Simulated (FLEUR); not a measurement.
# Calculated records

**Collinear magnetic orders of LuFe2B2 with FLEUR**

Symmetry: I4/mmm, No. 139, tetragonal system. The conventional cell has a = 3.499 Å, b = 3.499 Å, c = 9.288 Å, α = 90.00°, β = 90.00°, γ = 90.00°. Nearest to Lu lie 8 B at 2.73 Å and 8 Fe at 2.91 Å. Nearest to Fe lie 4 B at 2.10 Å and 4 Fe at 2.47 Å and 4 Lu at 2.91 Å. Nearest to B lie 4 Fe at 2.10 Å and 1 B at 2.32 Å and 4 Lu at 2.73 Å. Farther neighbours are not listed.

```yaml
method: LDA (VWN); all-electron FLAPW, Dirac cores, scalar-relativistic bands
program: FLEUR MaX-R8.1
settings_of_one_run: kmax 4.29 1/bohr, gmax 12.9 1/bohr, muffin tin radii Lu: 2.8, Fe: 2.28, B: 1.4 bohr, lmax Lu: [10, 8], Fe: [8, 6], B: [6, 4], hist occupations, smearing width 0.03 eV, mixer Anderson, mixing 0.05, max iterations 90, stop 2.00e-5 me/bohr³, collinear spin, 12×12×12 k-mesh, mesh matched on, starting moments 0 2.8 2.8 0 0 μB
cost: 4 runs, 31 min in all on 4 MPI ranks of Arm Neoverse V1, shared host (the runs of this entry)
notes: The database entry behind the starting cell has ideal inner coordinates that were not refined. The run is spin-polarised, with a total moment of 2.03 μB a cell. This is the lowest of 3 finished starts, no proof of the ground state.
lowest_state_found: ferromagnetic (initial ferro ++)
largest_site_spin_moment: 1.11 μB
next_finished_state: non-magnetic, 48.4 meV a seeded atom higher
energy_gained_by_spin_polarisation: 48.4 meV a seeded atom
```

The lowest state found is ferromagnetic, reached from the start ferro ++, with moments up to 1.11 μB. 1 start left the typed pattern (a sign turned, or a seeded moment died or shrank under 0.15 μB), so such an energy belongs to the state reached, not the one typed.

[Logs and program files are shortened in this print: banners, set-up blocks, solver, clock and traceback lines can be left out without a mark of their own.]

[Logs are printed without paths, hosts, clocks, repeated set-up lines and the standing remarks that a program may print on its own settings, such as how far it seeks lower states.]

[Hosts, paths, dates, database ids (printed as entryN), source tags and the programs' standing remarks are cut or masked in the printed files.]

[Where a cell is said to come from a database of computed structures, the database is the Materials Project.]
